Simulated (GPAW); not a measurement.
# Core-hole calculation of the Se K edge in zinc-blende (ZnSe)₁₋ₓ(CdSe)ₓ at x = 0.25

Aim: the Se K edge in zinc-blende (ZnSe)₁₋ₓ(CdSe)ₓ at x = 0.25, one member of a composition series.

Main program and level: GPAW 26.7.0; X-ray absorption from dipole matrix elements to empty bands, plane-wave PAW LDA.

Report form: the programs' logs are mostly left out.

### Step 1. Set-up

The cell holds 16 atoms: 6 Zn, 8 Se and 2 Cd. Cell: a = 8.151 Å, b = 8.151 Å, c = 8.151 Å, α = 60.0°, β = 60.0°, γ = 60.0°. 16-atom zinc-blende cell, 2 of 8 Zn sites taken by Cd at random, lattice constants typed for the ends and interpolated (Vegard).

### Step 2. Relaxation

The cell was built by hand, so its atoms are relaxed first: near-edge features follow bond lengths closely.

Input file relax.py:

```python
import numpy as np
from ase import Atoms
from ase.parallel import parprint, paropen
from gpaw import GPAW, PW, FermiDirac, Mixer, MixerDif, setup_paths
from ase.optimize import BFGS

atoms = Atoms('ZnSeZnSeZnSeZnSeZnSeZnSeCdSeCdSe',
    cell=[[0, 5.7635, 5.7635],
     [5.7635, 0, 5.7635],
     [5.7635, 5.7635, 0]],
    scaled_positions=[[0.001668, 0.999311, 0.001503],
     [0.125934, 0.123497, 0.127184],
     [0.999173, 0.000936, 0.50021],
     [0.127516, 0.12635, 0.626005],
     [0.999808, 0.498178, 0.99858],
     [0.126458, 0.624329, 0.125655],
     [0.002374, 0.497919, 0.500302],
     [0.126855, 0.624473, 0.625087],
     [0.503838, 0.000553, 0.000235],
     [0.622717, 0.124558, 0.126125],
     [0.500142, 0.995895, 0.500125],
     [0.629472, 0.124236, 0.621515],
     [0.502658, 0.493452, 0.999354],
     [0.624668, 0.624548, 0.123399],
     [0.499437, 0.499168, 0.500043],
     [0.627651, 0.625136, 0.623341]],
    pbc=True)
atoms.calc = GPAW(legacy_gpaw=True, mode=PW(400, force_complex_dtype=True), xc='LDA', setups={},
    kpts={'size': (3, 3, 3), 'gamma': True}, occupations=FermiDirac(0.08),
    charge=0, mixer=Mixer(0.1, 5, 50), maxiter=150,
    convergence={'density': 0.0001, 'eigenstates': 1e-6}, txt='relax.txt')
steps = []
opt = BFGS(atoms, logfile='-')
opt.attach(lambda: steps.append([atoms.get_potential_energy(), float(np.linalg.norm(atoms.get_forces(), axis=1).max())]))
done = opt.run(fmax=0.05, steps=30)
out = dict(done=bool(done), steps=steps, frac=atoms.get_scaled_positions().tolist())
import json
with paropen('out.json', 'w') as f:
    json.dump(out, f)
```

Launch:

```
$ OMP_NUM_THREADS=1 mpirun -n 4 gpaw python relax.py
```

It took 4.4 min on 4 MPI ranks of Arm Neoverse V2, shared host; peak memory 0.38 GiB; 18 min of CPU time.

In 6 steps the energy fell by 493 meV (energies extrapolated to zero smearing) and the largest force to 0.046 eV/Å. Atom 14 (Se; the text counts from 1, the script from 0) is among those that moved most, by 0.14 Å.

### Step 3. Ground state of the crystal

The ground state comes first: it tells whether the system has a gap, which decides how the excited electron is treated.

Input file scf.py:

```python
import numpy as np
from ase import Atoms
from ase.parallel import parprint, paropen
from gpaw import GPAW, PW, FermiDirac, Mixer, MixerDif, setup_paths
from gpaw.test import gen
setup_paths.insert(0, '.')
gen('Se', name='nch1s', xcname='LDA', corehole=(1, 0, 0), write_xml=True)
from gpaw.mpi import world
world.barrier()

atoms = Atoms('ZnSeZnSeZnSeZnSeZnSeZnSeCdSeCdSe',
    cell=[[0, 5.7635, 5.7635],
     [5.7635, 0, 5.7635],
     [5.7635, 5.7635, 0]],
    scaled_positions=[[0.0017035, 0.998953, 0.0014179],
     [0.1271767, 0.124437, 0.1251664],
     [0.0013149, 0.0003193, 0.5004117],
     [0.1263438, 0.1245175, 0.6260092],
     [0.0006432, 0.4985482, 0.0000014],
     [0.1093302, 0.6289401, 0.1304262],
     [0.0032664, 0.498902, 0.499307],
     [0.1093491, 0.6301685, 0.6307277],
     [0.5019575, 0.0000979, 0.9985285],
     [0.6319147, 0.1060288, 0.1315342],
     [0.5001126, 0.9985827, 0.5007443],
     [0.6312906, 0.1075389, 0.6299624],
     [0.4999254, 0.4964452, 0.0000393],
     [0.6370214, 0.6360199, 0.1119],
     [0.5000019, 0.4981989, 0.5000353],
     [0.63919, 0.634872, 0.6122475]],
    pbc=True)
atoms.calc = calc = GPAW(legacy_gpaw=True, mode=PW(400, force_complex_dtype=True), xc='LDA', setups={5: 'nch1s'},
    kpts={'size': (3, 3, 3), 'gamma': True}, occupations=FermiDirac(0.05),
    charge=0, mixer=Mixer(0.1, 5, 50), maxiter=150,
    convergence={'density': 0.0001, 'eigenstates': 1e-6}, txt='scf.txt')
energy = atoms.get_potential_energy() + calc.get_reference_energy()
ef = calc.get_fermi_level()
out = dict(energy=energy, fermi=ef, forces=atoms.get_forces().tolist())
parprint(f'all-electron energy {energy:.4f} eV, Fermi level {ef:.4f} eV')
ev = np.array([[calc.get_eigenvalues(k, s) for k in range(len(calc.get_ibz_k_points()))] for s in range(calc.get_number_of_spins())])
out['homo'], out['lumo'], out['counts'] = ev[ev < ef].max(), ev[ev > ef].min(), sorted(set((ev < ef).sum((0, 2)).tolist()))
out['filled'] = (ev[:, 0] < ef).sum(1).tolist()
import json
with paropen('out.json', 'w') as f:
    json.dump(out, f)
```

Launch:

```
$ OMP_NUM_THREADS=1 mpirun -n 4 gpaw python scf.py
```

The job ended after 65 s (4 MPI ranks; peak memory 0.38 GiB).

The mesh shows a gap of 0.73 eV. The excited electron is kept all the same, so that all members of the series, with or without a gap, are treated alike.

### Step 4. Cell without a hole, the energy reference

The photon energy needs a difference of total energies, so the cell and mesh of the coming hole run are first run without a hole.

scf.py: that of step 3 with these lines changed.

```diff
@@ -32,3 +32,3 @@
 atoms.calc = calc = GPAW(legacy_gpaw=True, mode=PW(400, force_complex_dtype=True), xc='LDA', setups={5: 'nch1s'},
-    kpts={'size': (3, 3, 3), 'gamma': True}, occupations=FermiDirac(0.05),
+    kpts={'size': (3, 3, 3), 'gamma': True}, occupations=FermiDirac(0.02),
     charge=0, mixer=Mixer(0.1, 5, 50), maxiter=150,
```

The job ended after 65 s (4 MPI ranks; peak memory 0.38 GiB).

Reference energy: -1124994.492 eV with the cores included.

### Step 5. Spectrum with XCH, Se atom 6

The holes are 8.2 Å apart. In GPAW the data set carries the hole's charge, so charge=0 means a charged cell and charge=-1 a neutral one. The excited electron is kept in the cell, where it fills the lowest empty states and screens the hole. After the field has converged, empty bands are computed with the density fixed and the dipole matrix elements are summed.

The absorber has 3 Zn at 2.46 Å and 1 Cd at 2.60 Å (distorted tetrahedral).

Input file xas.py:

```python
import numpy as np
from ase import Atoms
from ase.parallel import parprint, paropen
from gpaw import GPAW, PW, FermiDirac, Mixer, MixerDif, setup_paths
from gpaw.test import gen
setup_paths.insert(0, '.')
gen('Se', name='fch1s', xcname='LDA', corehole=(1, 0, 1), write_xml=True)
from gpaw.mpi import world
world.barrier()

atoms = Atoms('ZnSeZnSeZnSeZnSeZnSeZnSeCdSeCdSe',
    cell=[[0, 5.7635, 5.7635],
     [5.7635, 0, 5.7635],
     [5.7635, 5.7635, 0]],
    scaled_positions=[[0.0017035, 0.998953, 0.0014179],
     [0.1271767, 0.124437, 0.1251664],
     [0.0013149, 0.0003193, 0.5004117],
     [0.1263438, 0.1245175, 0.6260092],
     [0.0006432, 0.4985482, 0.0000014],
     [0.1093302, 0.6289401, 0.1304262],
     [0.0032664, 0.498902, 0.499307],
     [0.1093491, 0.6301685, 0.6307277],
     [0.5019575, 0.0000979, 0.9985285],
     [0.6319147, 0.1060288, 0.1315342],
     [0.5001126, 0.9985827, 0.5007443],
     [0.6312906, 0.1075389, 0.6299624],
     [0.4999254, 0.4964452, 0.0000393],
     [0.6370214, 0.6360199, 0.1119],
     [0.5000019, 0.4981989, 0.5000353],
     [0.63919, 0.634872, 0.6122475]],
    pbc=True)
atoms.calc = calc = GPAW(legacy_gpaw=True, mode=PW(400, force_complex_dtype=True), xc='LDA', setups={5: 'fch1s'},
    kpts={'size': (3, 3, 3), 'gamma': True}, occupations=FermiDirac(0.04),
    charge=-1, mixer=Mixer(0.1, 5, 50), maxiter=150,
    convergence={'density': 0.0001, 'eigenstates': 1e-6}, txt='scf.txt')
energy = atoms.get_potential_energy() + calc.get_reference_energy()
ef = calc.get_fermi_level()
out = dict(energy=energy, fermi=ef, forces=atoms.get_forces().tolist())
parprint(f'all-electron energy {energy:.4f} eV, Fermi level {ef:.4f} eV')
ev = np.array([[calc.get_eigenvalues(k, s) for k in range(len(calc.get_ibz_k_points()))] for s in range(calc.get_number_of_spins())])
out['homo'], out['lumo'], out['counts'] = ev[ev < ef].max(), ev[ev > ef].min(), sorted(set((ev < ef).sum((0, 2)).tolist()))
out['filled'] = (ev[:, 0] < ef).sum(1).tolist()

from ase.units import Ha
from gpaw.xas import dipole_matrix_elements
nb = int(calc.get_number_of_electrons() / 2) + 196
top, nb = nb, nb + 8 + nb // 12
nscf = calc.fixed_density(kpts={'size': (4, 4, 4), 'gamma': True}, nbands=nb,
    convergence={'bands': top, 'eigenstates': 5e-3}, maxiter=60, txt='nscf.txt')
cell = atoms.cell.array
ops = [cell.T @ U.T @ np.linalg.inv(cell.T) for U in nscf.wfs.kd.symmetry.op_scc]
filled = [72]  # bands filled in the ground state, by spin
E = np.arange(-6, 30, 0.1)
fwhm = np.interp(E, [4, 25], [2.33, 3.5])
Y, X, zero, highest = 0, 0, 1e9, 1e9
for spin in range(nscf.get_number_of_spins()):
    wfs = nscf.wfs
    mine = wfs.bd.get_slice()  # this rank's bands
    A = dipole_matrix_elements(wfs.setups[5])
    eps = np.zeros((wfs.kd.nibzkpts, nb))
    d = np.zeros((3, A.shape[1], wfs.kd.nibzkpts, nb), complex)
    for kpt in wfs.kpt_u:
        if kpt.s == spin and 5 in kpt.P_ani:
            eps[kpt.k, mine] = kpt.eps_n * Ha
            d[:, :, kpt.k, mine] = (kpt.weight * wfs.nspins / 2) ** 0.5 * np.inner(A, kpt.P_ani[5])
    world.sum(eps)
    world.sum(d)
    T = np.einsum('amkn,bmkn->abkn', d, d.conj()).real
    T = sum(np.einsum('ai,ijkn,bj->abkn', R, T, R) for R in ops) / len(ops)
    empty = np.ones_like(eps, bool) & (np.arange(nb) >= filled[spin])
    zero, highest = min(zero, eps[empty].min()), min(highest, eps[:, top - 1].min())
    lines = [(eps, T, empty)] if spin == 0 else lines + [(eps, T, empty)]
for eps, T, empty in lines:
    f = np.einsum('aakn->akn', T).reshape(3, -1)
    x = eps.ravel() - zero
    w = np.interp(x, E, fwhm) / 2.35482
    g = np.exp(-0.5 * ((E[:, None] - x) / w) ** 2) / (w * (2 * np.pi) ** 0.5)
    Y = Y + (f * empty.ravel()) @ g.T
    X = X + (f * ~empty.ravel()) @ g.T
out.update(E=E.round(2).tolist(), xas=Y.tolist(), xes=X.tolist(), zero=zero, valid=highest - zero, nk=len(eps), nb=nb)
for i in range(0, len(E), 10):
    parprint(f'{E[i]:7.2f}', *(f'{v:10.3e}' for v in Y[:, i]))
import json
with paropen('out.json', 'w') as f:
    json.dump(out, f)
```

Launch:

```
$ OMP_NUM_THREADS=1 mpirun -n 4 gpaw python xas.py
```

Wall time 7.5 min (4 MPI ranks); peak memory 0.88 GiB.

The Se K spectrum, Se atom 6, excited-electron core hole (neutral cell) (energy from the bottom of the conduction band, which holds the excited electron; intensity scaled to a mean of 1 over the first 20 eV):

```tsv
E (eV)	intensity
-2.00	0.00
-1.25	0.01
-0.50	0.04
0.25	0.16
1.00	0.44
1.75	0.86
2.50	1.23
3.25	1.40
4.00	1.41
4.75	1.41
5.50	1.44
6.25	1.51
7.00	1.52
7.75	1.40
8.50	1.21
9.25	1.01
10.00	0.79
10.75	0.62
11.50	0.58
12.25	0.65
13.00	0.78
13.75	0.90
14.50	0.98
15.25	1.00
16.00	0.99
16.75	0.97
17.50	0.93
18.25	0.88
19.00	0.82
19.75	0.79
20.50	0.82
21.25	0.87
22.00	0.92
22.75	0.93
23.50	0.93
24.25	0.95
25.00	0.99
25.75	1.02
26.50	1.01
27.25	0.94
28.00	0.86
28.75	0.80
```

Main maxima below 28 eV (height): 6.6 eV (1.53), 15.2 eV (1.00) and 26.0 eV (1.02). A K edge sees empty p states on the absorber.

The energy difference (zero at 12672 eV) isn't read as a photon energy: for so heavy an absorber the terms left out (the hole's spin, the functional's error) amount to tens of eV or more.

### Step 6. Cell without a hole, the energy reference

The absorbing element, whose data set is made anew, changes for the next run, so it gets a reference energy of its own.

scf.py: that of step 4 with these lines changed.

```diff
@@ -6,3 +6,3 @@
 setup_paths.insert(0, '.')
-gen('Se', name='nch1s', xcname='LDA', corehole=(1, 0, 0), write_xml=True)
+gen('Zn', name='nch1s', xcname='LDA', corehole=(1, 0, 0), write_xml=True)
 from gpaw.mpi import world
@@ -31,3 +31,3 @@
     pbc=True)
-atoms.calc = calc = GPAW(legacy_gpaw=True, mode=PW(400, force_complex_dtype=True), xc='LDA', setups={5: 'nch1s'},
+atoms.calc = calc = GPAW(legacy_gpaw=True, mode=PW(400, force_complex_dtype=True), xc='LDA', setups={4: 'nch1s'},
     kpts={'size': (3, 3, 3), 'gamma': True}, occupations=FermiDirac(0.02),
```

Launch:

```
$ OMP_NUM_THREADS=1 mpirun -n 4 gpaw python scf.py
```

Elapsed: 65 s, on 4 MPI ranks; peak memory 0.38 GiB; 4.3 min of CPU time.

Reference energy: -1124994.492 eV with the cores included.

### Step 7. Spectrum with XCH, Zn atom 5

The holes are 8.2 Å apart. The excited electron is kept in the cell, where it fills the lowest empty states and screens the hole. After the field has converged, empty bands are computed with the density fixed and the dipole matrix elements are summed.

The absorber has 1 Se at 2.42 Å, 2 Se at 2.46 Å and 1 Se at 2.49 Å (distorted tetrahedral).

xas.py: that of step 5 with these lines changed.

```diff
@@ -6,3 +6,3 @@
 setup_paths.insert(0, '.')
-gen('Se', name='fch1s', xcname='LDA', corehole=(1, 0, 1), write_xml=True)
+gen('Zn', name='fch1s', xcname='LDA', corehole=(1, 0, 1), write_xml=True)
 from gpaw.mpi import world
@@ -31,3 +31,3 @@
     pbc=True)
-atoms.calc = calc = GPAW(legacy_gpaw=True, mode=PW(400, force_complex_dtype=True), xc='LDA', setups={5: 'fch1s'},
+atoms.calc = calc = GPAW(legacy_gpaw=True, mode=PW(400, force_complex_dtype=True), xc='LDA', setups={4: 'fch1s'},
     kpts={'size': (3, 3, 3), 'gamma': True}, occupations=FermiDirac(0.04),
@@ -53,3 +53,3 @@
 E = np.arange(-6, 30, 0.1)
-fwhm = np.interp(E, [4, 25], [2.33, 3.5])
+fwhm = np.interp(E, [4, 25], [1.67, 3.5])
 Y, X, zero, highest = 0, 0, 1e9, 1e9
@@ -58,3 +58,3 @@
     mine = wfs.bd.get_slice()  # this rank's bands
-    A = dipole_matrix_elements(wfs.setups[5])
+    A = dipole_matrix_elements(wfs.setups[4])
     eps = np.zeros((wfs.kd.nibzkpts, nb))
@@ -62,5 +62,5 @@
     for kpt in wfs.kpt_u:
-        if kpt.s == spin and 5 in kpt.P_ani:
+        if kpt.s == spin and 4 in kpt.P_ani:
             eps[kpt.k, mine] = kpt.eps_n * Ha
-            d[:, :, kpt.k, mine] = (kpt.weight * wfs.nspins / 2) ** 0.5 * np.inner(A, kpt.P_ani[5])
+            d[:, :, kpt.k, mine] = (kpt.weight * wfs.nspins / 2) ** 0.5 * np.inner(A, kpt.P_ani[4])
     world.sum(eps)
```

Launch:

```
$ OMP_NUM_THREADS=1 mpirun -n 4 gpaw python xas.py
```

Run time: 7.6 min. Hardware: 4 MPI ranks; peak memory 0.89 GiB.

The Zn K spectrum, Zn atom 5, excited-electron core hole (neutral cell) (energy from the bottom of the conduction band, which holds the excited electron; intensity scaled to a mean of 1 over the first 20 eV):

```tsv
E (eV)	isotropic	ε ∥ x	ε ∥ z
-2.0	0.00	0.00	0.00
-1.5	0.00	0.00	0.00
-1.0	0.00	0.00	0.00
-0.5	0.00	0.00	0.00
0.0	0.01	0.01	0.02
0.5	0.05	0.05	0.06
1.0	0.13	0.12	0.15
1.5	0.28	0.26	0.33
2.0	0.52	0.48	0.60
2.5	0.79	0.74	0.90
3.0	1.01	0.96	1.13
3.5	1.15	1.11	1.26
4.0	1.35	1.32	1.43
4.5	1.69	1.68	1.72
5.0	2.01	2.03	1.97
5.5	2.05	2.10	1.97
6.0	1.80	1.84	1.70
6.5	1.40	1.44	1.33
7.0	1.10	1.12	1.05
7.5	0.98	0.99	0.94
8.0	0.98	0.99	0.95
8.5	1.02	1.02	1.00
9.0	1.02	1.02	1.01
9.5	0.97	0.98	0.96
10.0	0.92	0.93	0.91
10.5	0.93	0.94	0.91
11.0	1.01	1.03	0.98
11.5	1.14	1.15	1.12
12.0	1.25	1.25	1.24
12.5	1.29	1.29	1.30
13.0	1.26	1.26	1.28
13.5	1.18	1.17	1.20
14.0	1.07	1.07	1.09
14.5	0.97	0.96	0.98
15.0	0.88	0.87	0.89
15.5	0.81	0.81	0.82
16.0	0.77	0.77	0.78
16.5	0.77	0.77	0.77
17.0	0.79	0.79	0.79
17.5	0.82	0.82	0.83
18.0	0.83	0.83	0.84
18.5	0.82	0.82	0.83
19.0	0.78	0.78	0.79
19.5	0.74	0.74	0.75
20.0	0.72	0.72	0.72
20.5	0.73	0.73	0.73
21.0	0.76	0.76	0.75
21.5	0.79	0.80	0.78
22.0	0.82	0.83	0.80
22.5	0.83	0.84	0.82
23.0	0.84	0.84	0.83
23.5	0.84	0.84	0.83
24.0	0.84	0.84	0.84
24.5	0.85	0.85	0.85
25.0	0.87	0.87	0.87
25.5	0.88	0.89	0.89
26.0	0.90	0.90	0.90
26.5	0.90	0.91	0.90
27.0	0.91	0.91	0.91
27.5	0.91	0.91	0.91
28.0	0.91	0.90	0.92
28.5	0.91	0.90	0.92
29.0	0.90	0.89	0.91
```

Main maxima below 28 eV (height): 5.4 eV (2.08), 8.8 eV (1.03), 12.6 eV (1.29) and 18.0 eV (0.83). 

The total-energy difference is 9672.94 eV. One term is added: -30.82 eV, since the hole is spin-paired here and a spin-polarised one costs that much less in the free atom (computed apart). The photon energy is then 9642.12 eV. The tabulated edge of the element is 9659 eV. The functional leaves an error in such absolute values: in the free atom LDA prices this hole 19.1 eV below PBE (computed apart), and PBE is itself good to a few eV.

### Step 8. What came out

```json
{
 "absorber and edge": "Se K, atom 6 of the ground-state input (counted from 1)",
 "surroundings": "3 Zn at 2.46 Å and 1 Cd at 2.60 Å (distorted tetrahedral)",
 "highest intensity below 24 eV": "6.6 eV above the zero, height 1.53"
}
```

The Se K edge of atom 6, with 3 Zn at 2.46 Å and 1 Cd at 2.60 Å (distorted tetrahedral), has its highest intensity of the first 24 eV at 6.6 eV above the zero, 1.5 times the mean level of the first 20 eV (Gaussian full width 2.33 eV up to 4 eV, rising linearly to 3.5 eV at 25 eV). The script folds with a Gaussian, whereas the core hole's own line is a Lorentzian, so the onset is too steep and the first peak too high. Lifetime broadening is put in by hand, and intensities beyond about 20 eV depend on it and on the partial waves.

[Logs are printed without paths, hosts, clocks, repeated set-up lines and the standing remarks that a program may print on its own settings, such as how far it seeks lower states.]

[Hosts, paths, dates, database ids (printed as entryN), source tags and the programs' standing remarks are cut or masked in the printed files.]

[Lists of maxima count a maximum above −3 eV only where it reaches 4 % of the highest in the window and stands out from its surroundings by 2 % of it (1.5 % where it reaches 55 %); shoulders and weaker maxima are passed over, and of the rest the first, up to two pre-edge ones and the few strongest are named.]
